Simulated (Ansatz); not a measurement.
## A failed many-body run on H2CClF (P2_1)

Aim: the G0W0 gap of H2CClF (P2_1). The first input has a fault.

Main program and level: Ansatz 0.2.0; G0W0 on PBE, plane waves, PAW; PAW set soft_1.

### 1. Set-up

It takes space group P2_1 (No. 4, monoclinic). The conventional cell has a = 5.021 Å, b = 4.148 Å, c = 6.768 Å, α = 90.00°, β = 108.21°, γ = 90.00°. H has 1 C at 1.09 Å nearest. Nearest to C lie 2 H at 1.09 Å and 1 F at 1.38 Å and 1 Cl at 1.79 Å. Cl has 1 C at 1.79 Å nearest. Nearest to F lie 1 C at 1.38 Å. Farther neighbours and most contacts between anions are not listed.

As a file:

```cif
data_structure
_symmetry_space_group_name_H-M 'P 1'
_symmetry_Int_Tables_number 1
_cell_length_a 5.0206
_cell_length_b 4.1477
_cell_length_c 6.7676
_cell_angle_alpha 90.000
_cell_angle_beta 108.205
_cell_angle_gamma 90.000
_cell_volume 133.87
loop_
_atom_site_label
_atom_site_type_symbol
_atom_site_fract_x
_atom_site_fract_y
_atom_site_fract_z
_atom_site_occupancy
H1 H 0.28530 0.39148 0.15539 1
H2 H 0.71470 0.89148 0.84461 1
H3 H 0.57077 0.10786 0.27085 1
H4 H 0.42923 0.60786 0.72915 1
C5 C 0.34603 0.14081 0.19431 1
C6 C 0.65397 0.64081 0.80569 1
Cl7 Cl 0.16636 0.00248 0.36828 1
Cl8 Cl 0.83364 0.50248 0.63172 1
F9 F 0.26439 0.95787 0.01487 1
F10 F 0.73561 0.45787 0.98513 1
```

Geometry: measured cell, ions relaxed with PBE. The runs that relaxed it are not among those shown.

### 2. First try

input.yaml reads:

```yaml
crystal:
  lattice:
    - [5.0206, 0.0, 0.0]
    - [0.0, 4.1477, 0.0]
    - [-2.1143188253, 0.0, 6.4288463713]
  atoms:
    - { symbol: H, position: [0.2852960594, 0.3914791351, 0.1553943381] }
    - { symbol: H, position: [0.7147039406, 0.8914791351, 0.8446056619] }
    - { symbol: H, position: [0.5707653094, 0.1078566959, 0.2708502709] }
    - { symbol: H, position: [0.4292346906, 0.6078566959, 0.7291497291] }
    - { symbol: C, position: [0.3460283809, 0.1408088981, 0.1943138297] }
    - { symbol: C, position: [0.6539716191, 0.6408088981, 0.8056861703] }
    - { symbol: Cl, position: [0.1663619786, 0.0024810456, 0.3682784982] }
    - { symbol: Cl, position: [0.8336380214, 0.5024810456, 0.6317215018] }
    - { symbol: F, position: [0.264389849, 0.9578742253, 0.0148699962] }
    - { symbol: F, position: [0.735610151, 0.4578742253, 0.9851300038] }
kpoints:
  mp_grid: { grid: [2, 4, 2] }
hamiltonian:
  xc: pbe
  pseudopotentials: { kind: paw, azcp: { folder: soft_1 } }
scf:
  occupations: { method: fermi_dirac, width: 1.0 }
gw:
  n_empty_bands: 141
  ecut_chi: 60
  qp_bands: [v3, c3]
  qp_kpoints: band_edges
  screening: { model: contour_deformation }
```

Run with:

```
$ ansatz run input.yaml --threads 2 --pin off --max-ram 92160MiB --backend cuda --events-out ev --progress --plain --runs-dir out --devices 1 --max-vram 13GiB
```

Numbers of over 12 decimals in the logs are rounded to 6 here.

Log:

```text
band count auto-derived: 45, from the close of a first SCF at 30 (N_el = 40.0; filled up to band 20; 30 by the electrons, moments and atoms)
GPUs: using 1 of 1 available (devices: 1).
Engine: ansatz 0.2.0, x86_64-unknown-linux-gnu
Pseudopotentials: kind: paw
Pseudopotential: H, paw, valence charge 1, recommended cutoff 420 eV (normal), soft_1/H.paw.azcp
Pseudopotential: C, paw, valence charge 4, recommended cutoff 420 eV (normal), soft_1/C.paw.azcp
Pseudopotential: Cl, paw, valence charge 7, recommended cutoff 420 eV (normal), soft_1/Cl.paw.azcp
Pseudopotential: F, paw, valence charge 7, recommended cutoff 420 eV (normal), soft_1/F.paw.azcp
Functional definition: PBE
  parameter kappa = 0.804
  parameter beta = 0.066725
  exchange = pbe_x(kappa = kappa, mu = beta*pi^2/3)
  correlation = pbe_c(beta = beta)
device memory: the entry about to start is reckoned to put 1.0 GiB on a device that reports 57.7 GiB free (of which the cap on the GPU budget leaves the run 13.0 GiB)
GPU FFT provider: cuFFT
GPU libraries: cuBLAS 13.8.2, cuFFT 12.4.0, cuSOLVER 12.3.4
Crystal: 10 atoms, lattice volume = 133.874 Å³
Basis set: ecut = 420 eV, 2603 PW (Γ)
Bands: 30, of which v1, the nominal top of the filled ones, is band 20 counted from 1 (19 counted from 0)
Symmetry: 2 space group operations
Space group: P21 (ITA 4), of the structure as read, at distance tolerance 5.1e-5 Å
k-points: 12 of 16 (time reversal used)
Non-local potential: H, projectors of the file, l = 0: 2, l = 1: 1
Non-local potential: C, projectors of the file, l = 0: 2, l = 1: 2, l = 2: 1
Non-local potential: Cl, projectors of the file, l = 0: 2, l = 1: 2, l = 2: 1
Non-local potential: F, projectors of the file, l = 0: 2, l = 1: 2, l = 2: 1
PAW form: soft (Blöchl's): semilocal exchange-correlation on the pseudo side does not see the compensation charge
PAW one-centre angular grid: H, 110 points (default); XC on 64 Gauss nodes
PAW one-centre angular grid: C, 110 points (default); XC on 64 Gauss nodes
PAW one-centre angular grid: Cl, 110 points (default); XC on 64 Gauss nodes
PAW one-centre angular grid: F, 110 points (default); XC on 64 Gauss nodes
Initial density: superposition of atomic densities (chi_scale 0.1, normalization cell, long waves kept (reshape's long-wave potential 0.59 eV rms))
Initial wavefunctions: pseudopotential atomic-orbital guess
GPU buffer pool allocated for 51840 grid points (all kernels)
GPU transforms: local potential and band sums: pruned to the plane-wave sphere, on 36×27×45
Functional: x = pbe(κ = 0.804, μ = 0.219515), c = pbe(β = 0.066725)
SCF iter   1: F=—  HF=-4348.527888 eV  |F-HF|=—  |Δ(HF+E_count)|=         —  Δρ=1.31e-1  dr2=2.37e1  ethr=3.10e-3  ⟨swp⟩=7.2  Hψ=1975  notcnv=0
[...]
GPU FFT provider: cuFFT
GPU libraries: cuBLAS 13.8.2, cuFFT 12.4.0, cuSOLVER 12.3.4
Bands: 45, of which v1, the nominal top of the filled ones, is band 20 counted from 1 (19 counted from 0)
Initial density: handed on by an earlier stage of this run
GPU buffer pool allocated for 51840 grid points (all kernels)
GPU transforms: local potential and band sums: pruned to the plane-wave sphere, on 36×27×45
iter 1 solved again at ethr=4.31e-6 eV; its pass at ethr=3.10e-3 eV (dr2=1.72e-3 eV) is discarded
SCF iter   1: F=—  HF=-4342.063907 eV  |F-HF|=—  |Δ(HF+E_count)|=         —  Δρ=1.01e-5  dr2=1.96e-7  ethr=4.31e-6  ⟨swp⟩=3.1  Hψ=4065  notcnv=0
eigensolver tolerance schedule: the retry pair's looser diagonalisation over-reported the residual by 8782.78 of it (diagonalisation noise at an unbounded share of the residual, at the tolerance the schedule requests for it); recorded, not acted on — ethr = c·dr2/N_el stays at c = 1.0e-1
preconditioner: auto → Resta (q_TF=auto, 2.231 Å⁻¹)  ε∞=2.2  [insulator: Δε(μ)=6.052 eV  Ē_g=17.829 eV  σ=1.000 eV  W_gap=0.90  n_scr=26 (ndim 8)  ℏωp=19.3 eV  f_vac=0.099  D(μ)=0.43/eV (n_scr^D=0)  ε∞_Penn≈2.2]
SCF iter   2: F=-4342.063906 eV  HF=-4342.063906 eV  |F-HF|=1.70e-8  |Δ(HF+E_count)|=   1.19e-6  Δρ=5.05e-6  dr2=2.79e-8  ethr=2.50e-10  ⟨swp⟩=6.8  Hψ=2491  notcnv=0
SCF 2 converged in 2 iterations: F = -4342.063906 eV  dr2 = 2.79e-8
device memory: the entry about to start is reckoned to put 1.7 GiB on a device that reports 60.9 GiB free (of which the cap on the GPU budget leaves the run 13.0 GiB)
NSCF: frozen V_eff on 12 k-points
[...]
device memory: the entry about to start is reckoned to put 2.9 GiB on a device that reports 61.0 GiB free (of which the cap on the GPU budget leaves the run 13.0 GiB)
NSCF: frozen V_eff on 12 k-points
SCF converged after 11 iterations (9 of them on 30 bands)
Free energy (F): -4342.063906 eV
Harris-Foulkes:  -4342.063906 eV  (|F-HF|=1.70e-8)
Internal energy: -4339.895046 eV  (E = F + TS)
E sigma→0 (E₀):  -4340.979476 eV
Entropy (-TS):   -2.168860 eV (-216.886 meV/atom)
Fermi energy:    2.607361 eV
--- Per-component energies (eV) ---
  E_band       = -301.776446
  E_kinetic    = 927.704250
  E_local      = -2730.228363  (includes V_loc(G=0)·N_el)
  E_nonlocal   = 286.363019
  E_hartree    = 985.786883
  E_xc         = -495.474965
  E_vxc        = -587.982392  (∫ρ·V_xc dr)
  E_paw        = -1929.864941  (= ΣΔE_a)
  E_vpaw       = -169.205793  (= ΣTr[D̂ρ^β])
  E_aug_tail   = -0.002837  (compensation charges beyond the density's cutoff)
  E_ewald      = -1384.178092
  E_smearing   = -2.168860  (= −TS)
  E_closure    = 0.000000  (closes the sum)
  Σ components = -4342.063906   (vs F -4342.063906, Δ=0.00e0)
--- Band table (eV; the first three rows and the last of 12) ---
  k-point 0: bands = [... 16 lower, -1.4714, -1.4556, -1.4361, -0.9664, 5.7086, 5.9409, 6.4355, 7.5602, ... 21 higher]
  k-point 1: bands = [... 16 lower, -1.6161, -1.3350, -1.3283, -1.0034, 5.7803, 5.8022, 6.6763, 7.0096, ... 21 higher]
  k-point 2: bands = [... 16 lower, -1.5492, -1.4897, -1.3003, -0.9407, 5.6676, 5.9604, 6.7625, 7.6541, ... 21 higher]
  k-point 11: bands = [... 16 lower, -1.4807, -1.4807, -0.7093, -0.7093, 5.8866, 5.8866, 7.1732, 7.1732, ... 21 higher]
```

Run time: 5.2 s. Hardware: 1 × NVIDIA H100 80GB HBM3 (shared by 6 runs) with 2 threads of AMD EPYC 7R13 (Zen 3), shared host; peak memory 1 GiB.

Reading the cycles: dr2 is the Hartree energy of the density residual (eV), the measure of convergence; HF is the Harris–Foulkes estimate of the energy, which meets the free energy F at convergence.

**Diagnosis.**

The self-consistent loop converged; the step after it was not made.

The fault: smeared occupations of electronvolts. A wide smearing fills conduction states and empties valence ones, so the start is no longer the insulator.

### 3. A better input

Now the one-shot GW correction: screening in the RPA, then the self-energy of the levels asked for. This step takes PAW set soft_1 files.

Edit input.yaml of step 2 so:

```diff
@@ -17,3 +17,3 @@
 kpoints:
-  mp_grid: { grid: [2, 4, 2] }
+  mp_grid: { grid: [4, 4, 2] }
 hamiltonian:
@@ -22,6 +22,6 @@
 scf:
-  occupations: { method: fermi_dirac, width: 1.0 }
+  occupations: { method: fixed }
 gw:
-  n_empty_bands: 141
-  ecut_chi: 60
+  n_empty_bands: 558
+  ecut_chi: 150.0
   qp_bands: [v3, c3]
```

Log:

```text
GPUs: using 1 of 1 available (devices: 1).
[...]
GPU FFT provider: cuFFT
GPU libraries: cuBLAS 13.8.2, cuFFT 12.4.0, cuSOLVER 12.3.4
Crystal: 10 atoms, lattice volume = 133.874 Å³
Basis set: ecut = 420 eV, 2603 PW (Γ)
Bands: 30, of which v1, the nominal top of the filled ones, is band 20 counted from 1 (19 counted from 0)
[... 1 set-up line as in the run before ...]
[...]
k-points: 18 of 32 (time reversal used)
[...]
GPU buffer pool allocated for 51840 grid points (all kernels)
[...]
SCF iter   1: F=—  HF=-4347.526426 eV  |F-HF|=—  |Δ(HF+E_count)|=         —  Δρ=1.23e-1  dr2=1.88e1  ethr=3.10e-3  ⟨swp⟩=5.0  Hψ=2304  notcnv=0  defer=143
[...]
SCF iter   9: F=-4341.617869 eV  HF=-4341.617869 eV  |F-HF|=2.24e-8  |Δ(HF+E_count)|=   5.81e-7  Δρ=2.82e-6  dr2=1.25e-8  ethr=2.50e-10  ⟨swp⟩=12.8  Hψ=2923  notcnv=0
SCF 1 converged in 9 iterations: F = -4341.617869 eV  dr2 = 1.25e-8
[...]
0    18     -1.3831   -21.8509     2.6535   -16.9545  0.8086    -3.6811    -3.6261  root
     0    19     -1.3624   -20.8055     2.5095   -15.9891  0.8101    -3.7303    -3.6693  root
     0    20     -0.8953   -21.1838     2.3818   -16.5467  0.8135    -3.2028    -3.1505  root
     0    21      5.7065    -8.7441    -3.8452   -14.4315  0.8348     7.5751     7.5487  root
     0    22      5.9445    -8.8743    -3.9455   -14.7006  0.8316     7.8544     7.8252  root
     0    23      6.4443    -5.9906    -3.4724   -10.7001  0.8589     7.6918     7.6814  root
     1    18     -1.2696   -21.5128     2.5566   -16.6686  0.8121    -3.6133    -3.5573  root
     1    19     -1.2554   -20.8080     2.4804   -16.0140  0.8112    -3.6291    -3.5690  root
[...]
17    20     -0.6515   -21.8696     2.4818   -17.1242  0.8163    -2.9647    -2.9150  root
    17    21      5.8860    -9.3359    -3.9845   -15.2578  0.8300     7.8541     7.8233  root
    17    22      5.8860    -9.3359    -3.9845   -15.2578  0.8300     7.8541     7.8233  root
    17    23      7.1786    -7.0322    -3.7640   -12.4411  0.8485     8.8446     8.8234  root
[key lines of the parts left out:]
SCF converged after 9 iterations
Free energy (F): -4341.617869 eV
Fermi energy:    -0.645543 eV
```

The job ended after 30 s (1 × NVIDIA H100 80GB HBM3 (shared by 6 runs) with 2 threads; peak memory 2.3 GiB; 37 s of CPU time).

Numbers from this step:

```yaml
bands_summed: 578
rpa_eps_infinity_on_this_mesh_eigenvalues: 1.998, 2.023, 2.345
plane_waves_in_the_screening_matrix: 551
q_points_in_the_mesh: 32
g0w0_gap_on_the_mesh: 10.02 eV
k_of_the_valence_top: -0.5, -0.5, 0
k_of_the_conduction_bottom: -0.5, 0, 0
starting_gap_on_the_mesh: 5.995 eV
z_at_the_valence_top: 0.8160
z_at_the_conduction_bottom: 0.8357
least_direct_g0w0_gap_on_the_computed_points: 10.07 eV
```

The gap on the mesh goes from 6.00 eV to 10.02 eV, a correction of +4.03 eV. Between the two edge states, bare exchange in place of the xc potential would open the gap by 10.41 eV, and correlation takes back 6.38 eV.

### 4. Outcome

| Property | Result |
| --- | --- |
| first try | the many-body step was refused after 5.2 s |
| better run | G0W0 gap on the mesh 10.02 eV (4×4×2 mesh, 558 empty bands, screening to 150 eV, PAW set soft_1 files) |

**Reading.** The second run differs in: mesh, empty bands, screening cutoff (eV) and smearing (eV). Bands and cutoff are finite, so the gap is not at the basis limit. The miss can reach some tenths of an eV and take either sign; the mesh is an error of its own. The 4×4×2 mesh is coarse for this cell (its supercell is 14 Å along the shortest edge). The RPA ε∞ on it, from the PBE start, is 2.00, 2.02 and 2.34; such meshes misread the long-range screening, most where the gap is narrow.

[Paths, hosts, dates, memory and timing lines, banners, echoed tables and standing remarks are left out of the program output.]

[Logs are printed without paths, hosts, clocks, repeated set-up lines and the standing remarks that a program may print on its own settings, such as how far it seeks lower states.]

[Runs of the session that timed out or met a known fault of the program may be left out.]

[Cells called generated may have been cut or substituted from an entry of the Crystallography Open Database or the Materials Project.]

[Hosts, paths, dates, database ids (printed as entryN), source tags and the programs' standing remarks are cut or masked in the printed files.]
